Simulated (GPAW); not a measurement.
Entries from a set of simulations; values are calculated unless marked as measured.

## CaI2 (1T monolayer): one start, several treatments of the self-energy

The cell holds 3 atoms: 1 Ca and 2 I. Its edges and angles: a = 4.362 Å, b = 4.362 Å, c = 14.700 Å, α = 90.0°, β = 90.0°, γ = 120.0°. Vacuum lies along c.

```
method                           : DFT, LDA, plane waves, PAW (and 3 further levels or steps)
program                          : GPAW 26.7.0
settings                         : cutoff 450 eV, GPAW PAW setups 1.2.1 data release, 6×6×1 k-mesh, nbands 403
notes                            : The structure was relaxed with LDA. Limits: no spin-orbit coupling.
one-shot HSE06                   : 4.948 eV
G0W0, extrapolated in the cutoff : 6.752 eV
one-shot PBE0                    : 5.723 eV
known limits                     : short of the basis limit; no spin-orbit coupling
```

G0W0, extrapolated in the cutoff: +1.804 eV against one-shot HSE06. One-shot PBE0: +0.775 eV against one-shot HSE06.

[Long decimals in the printed logs are rounded to 6 places.]

[Logs are printed without paths, hosts, clocks, repeated set-up lines and the standing remarks that a program may print on its own settings, such as how far it seeks lower states.]

[Paths, hosts, dates, memory and timing lines, banners, echoed tables and standing remarks are left out of the program output; an Ansatz launch command may be rebuilt from the run's recorded settings. Measured values are a selection of at most five: reports struck by readers or far from the other reports are left out. None is set beside runs whose start may be inverted or whose files or cutoffs have a known fault.]

[Runs of the session that timed out or met a known fault of the program may be left out.]

[Hosts, paths, dates, database ids (printed as entryN), source tags and the programs' standing remarks are cut or masked in the printed files.]

[Where the starting crystal was built by hand or by swapping elements, it need not be the compound's stable phase.]
